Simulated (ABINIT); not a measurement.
## Tellurium (P3_121, 3 atoms a cell): G0W0 in ABINIT against the bands in the self-energy

How does the gap of Tellurium (P3_121, 3 atoms a cell) converge in the bands in the self-energy?

Calculated with ABINIT 10.8.3; PBE and many-body steps on it, plane waves.

Most raw output is cut from this account.

The database entry behind the starting cell differs from later determinations by our own check (inner coordinate of an old entry), so it need not match the best structure at ambient conditions.

## 1. The starting structure

It takes space group P3_121 (No. 152, trigonal). Conventional cell: a = 4.454 Å, b = 4.454 Å, c = 5.924 Å, α = 90.00°, β = 90.00°, γ = 120.00°. Nearest to Te lie 2 Te at 2.86 Å.

Coordinates:

```cif
data_structure
_symmetry_space_group_name_H-M 'P3_121'
_symmetry_Int_Tables_number 152
_cell_length_a 4.4540
_cell_length_b 4.4540
_cell_length_c 5.9240
_cell_angle_alpha 90.000
_cell_angle_beta 90.000
_cell_angle_gamma 120.000
_cell_volume 101.78
loop_
_atom_site_label
_atom_site_type_symbol
_atom_site_symmetry_multiplicity
_atom_site_Wyckoff_symbol
_atom_site_fract_x
_atom_site_fract_y
_atom_site_fract_z
_atom_site_occupancy
Te1 Te 3 a 0.26900 0.00000 0.33333 1
```

The cell and positions come from the Crystallography Open Database and are kept as given unless a step says otherwise. Spin-orbit coupling is left out unless a step names it.

## 2. Screening, 3×3×2 mesh, 327 bands, screening to 217.7 eV

This step: ABINIT 10.8.3; RPA screening on PBE, plane waves, norm-conserving pseudopotentials.

The RPA dielectric matrix is built and inverted for each q.

Contents of run.abi:

```
acell 3*1.0 Angstrom
rprim 
  4.454000000025 -0.000000000006 0.000000000000
  -2.227000000008 3.857277148481 0.000000000000
  0.000000000000 0.000000000000 5.924000000000
ntypat 1
znucl 52
natom 3
typat 1 1 1
xred 
  0.269000000000 0.000000000000 0.333333333333
  0.000000000000 0.269000000000 0.666666666667
  0.731000000000 0.731000000000 -0.000000000000
pp_dirpath "pseudos"
pseudos "Te.upf"
ecut 34
ngkpt 3 3 2
nshiftk 1
shiftk 0 0 0
kptopt 1
chksymbreak 0
istwfk *1
occopt 1
irdwfk 1
optdriver 3
nband 327
ecuteps 8
inclvkb 2
awtr 1
symchi 1
indata_prefix "in"
outdata_prefix "out"
tmpdata_prefix "tmp"
```

Started as:

```bash
OMP_NUM_THREADS=1 mpirun -n 4 abinit run.abi > log
```

Run time: 4.1 min. Hardware: 4 MPI ranks of Arm Neoverse V1, shared host; peak memory 2.1 GiB.

Numbers from this step:

| Property | Result |
| --- | --- |
| ε∞ with local fields, on this mesh, along the program's q direction | 1660 |
| the same without local fields | 2099 |
| plasma frequency | 25.50 eV |
| plane waves in the screening matrix | 747 |

Local fields lower ε∞ by 21 %. The value itself is an artefact of the mesh, where one narrow direct gap carries too much weight.

## 3. 32 bands

This step: G0W0 on PBE, plane waves, norm-conserving pseudopotentials.

Edit run.abi of step 2 so:

```diff
@@ -24,8 +24,17 @@
 irdwfk 1
-optdriver 3
-nband 327
+optdriver 4
+nband 32
+gwcalctyp 0
+ecutsigx 34
+symsigma 1
+nkptgw 2
+kptgw 
+  0.3333333333 0.3333333333 0.5000000000
+  0.0000000000 0.0000000000 0.0000000000
+bdgw 
+  23 27
+  22 26
 ecuteps 8
-inclvkb 2
-awtr 1
-symchi 1
+irdscr 1
+ppmodel 1
 indata_prefix "in"
```

It took 17 s on 4 MPI ranks; peak memory 1.4 GiB; 69 s of CPU time.

This step gave:

```yaml
g0w0_gap_on_the_points_computed: 0.4330 eV
starting_gap_on_the_mesh: 0.1739 eV
k_of_the_valence_top: 0.3333, 0.3333, 0.5
k_of_the_conduction_bottom: 0.3333, 0.3333, 0.5
z_at_the_valence_top: 0.811
z_at_the_conduction_bottom: 0.813
least_direct_g0w0_gap_on_the_computed_points: 0.4330 eV
```

## 4. 33 bands

Edit run.abi of step 3 so:

```diff
@@ -25,3 +25,3 @@
 optdriver 4
-nband 32
+nband 33
 gwcalctyp 0
```

It took 19 s on 4 MPI ranks; peak memory 1.4 GiB; 76 s of CPU time.

Numbers from this step:

```
G0W0 gap on the points computed              : 0.4470 eV
starting gap on the mesh                     : 0.1739 eV
k of the valence top                         : 0.3333, 0.3333, 0.5
k of the conduction bottom                   : 0.3333, 0.3333, 0.5
Z at the valence top                         : 0.809
Z at the conduction bottom                   : 0.811
least direct G0W0 gap on the computed points : 0.4470 eV
```

## 5. 51 bands

Edit run.abi of step 4 so:

```diff
@@ -25,3 +25,3 @@
 optdriver 4
-nband 33
+nband 51
 gwcalctyp 0
```

The job ended after 26 s (4 MPI ranks; peak memory 1.4 GiB).

This step gave:

| Quantity | Value |
| --- | --- |
| G0W0 gap on the points computed | 0.4490 eV |
| starting gap on the mesh | 0.1739 eV |
| k of the valence top | 0.3333, 0.3333, 0.5 |
| k of the conduction bottom | 0.3333, 0.3333, 0.5 |
| Z at the valence top | 0.795 |
| Z at the conduction bottom | 0.796 |
| least direct G0W0 gap on the computed points | 0.4490 eV |

## 6. 100 bands

The self-energy is evaluated for the states that the input lists, and the levels follow from it, in one-shot runs by the linearised quasiparticle equation.

Edit run.abi of step 5 so:

```diff
@@ -25,3 +25,3 @@
 optdriver 4
-nband 51
+nband 100
 gwcalctyp 0
```

It took 48 s on 4 MPI ranks; peak memory 1.6 GiB.

Numbers from this step:

```
G0W0 gap on the points computed              : 0.4880 eV
starting gap on the mesh                     : 0.1739 eV
k of the valence top                         : 0.3333, 0.3333, 0.5
k of the conduction bottom                   : 0.3333, 0.3333, 0.5
least direct G0W0 gap on the computed points : 0.4880 eV
```

The gap on the mesh goes from 0.17 eV to 0.49 eV, a correction of +0.31 eV.

## 7. 201 bands

Edit run.abi of step 6 so:

```diff
@@ -25,3 +25,3 @@
 optdriver 4
-nband 100
+nband 201
 gwcalctyp 0
```

Elapsed: 94 s, on 4 MPI ranks; peak memory 2.1 GiB.

Numbers from this step:

| Quantity | Value |
| --- | --- |
| G0W0 gap on the points computed | 0.5010 eV |
| starting gap on the mesh | 0.1739 eV |
| k of the valence top | 0.3333, 0.3333, 0.5 |
| k of the conduction bottom | 0.3333, 0.3333, 0.5 |
| least direct G0W0 gap on the computed points | 0.5010 eV |

Against the run before, the gap moves by +0.013 eV.

## 8. 327 bands

Edit run.abi of step 7 so:

```diff
@@ -25,3 +25,3 @@
 optdriver 4
-nband 201
+nband 327
 gwcalctyp 0
```

Run time: 2.5 min. Hardware: 4 MPI ranks; peak memory 2.6 GiB; 9.9 min of CPU time.

Numbers from this step:

- G0W0 gap on the points computed: 0.504 eV
- starting gap on the mesh: 0.1739 eV
- k of the valence top: 0.3333, 0.3333, 0.5
- k of the conduction bottom: 0.3333, 0.3333, 0.5
- least direct G0W0 gap on the computed points: 0.504 eV

Against the run before, the gap moves by +0.003 eV.

## 9. Side by side

Times are wall times on 4 MPI ranks of Arm Neoverse V1, shared host, good to a factor of about two. A run's time includes the screening step that it read.

```
      run   mesh  bands  screening cutoff (eV)  DFT gap (eV)  gap on the mesh (eV)  direct (eV)  ε∞ used     time
 32 bands  3×3×2     32                  217.7         0.174                 0.433        0.433  1659.69  4.4 min
 33 bands  3×3×2     33                  217.7         0.174                 0.447        0.447  1659.69  4.4 min
 51 bands  3×3×2     51                  217.7         0.174                 0.449        0.449  1659.69  4.5 min
100 bands  3×3×2    100                  217.7         0.174                 0.488        0.488  1659.69  4.9 min
201 bands  3×3×2    201                  217.7         0.174                 0.501        0.501  1659.69  5.7 min
327 bands  3×3×2    327                  217.7         0.174                 0.504        0.504  1659.69  6.6 min
```

## 10. Summary of results

- 32 bands: 0.433 eV
- 33 bands: 0.447 eV
- 51 bands: 0.449 eV
- 100 bands: 0.488 eV
- 201 bands: 0.501 eV
- 327 bands: 0.504 eV
- known limits: not at the basis limit; model gap, bands may invert with spin-orbit coupling; exchange with frozen shells missing; screening runs away on this mesh; no spin-orbit coupling; coarse k mesh

In words: The setting moved: bands in the self-energy. From 32 bands to 327 bands the gap moves by +0.07 eV. It holds to 0.03 eV from 100 bands on. Bands and screening cutoff are coupled, so a series along one setting does not show full convergence. Bands and cutoff are finite, so the gap is not at the basis limit. The miss can reach some tenths of an eV and take either sign; the mesh is an error of its own. In the G0W0 runs levels were corrected at 2 k points alone, so a gap called «on the mesh» is the least over those, and an edge elsewhere would be missed. The 3×3×2 mesh is coarse for this cell, which bears on the long-range parts of exchange and screening. With atoms this heavy and so narrow a gap, spin-orbit coupling can invert the bands. These scalar-relativistic gaps are then model values, not to be set against experiment, and a spin-orbit change taken from DFT can't simply be added. The norm-conserving file of at least one element keeps a d shell over frozen s and p shells of the same row. Exchange with those shells is missing from the self-energy, an error of 0.3 to 0.9 eV in cases checked, whose sign depends on which edge lies on those atoms. For the PBE start: On this mesh the RPA ε∞ passes 90, more than nearly any semiconductor shows; a coarse mesh does this where one point with a narrow direct gap carries much weight. The screening is then too strong, and the G0W0 gap should not be taken as the material's.

[Paths, hosts, dates, memory and timing lines, banners, echoed tables and standing remarks are left out of the program output.]

[Logs are printed without paths, hosts, clocks, repeated set-up lines and the standing remarks that a program may print on its own settings, such as how far it seeks lower states.]

[Runs of the session that timed out or met a known fault of the program may be left out.]

[Hosts, paths, dates, database ids (printed as entryN), source tags and the programs' standing remarks are cut or masked in the printed files.]

[G0W0 gaps are taken among the corrected bands and points alone; a level outside them can change the order at an edge.]

[Where Ansatz stands beside ABINIT at settings called matched, ABINIT's density can come from a denser mesh and the files from another edition; pairs whose starting gaps differed by over 0.03 eV were left out, so agreement reads better than it is.]
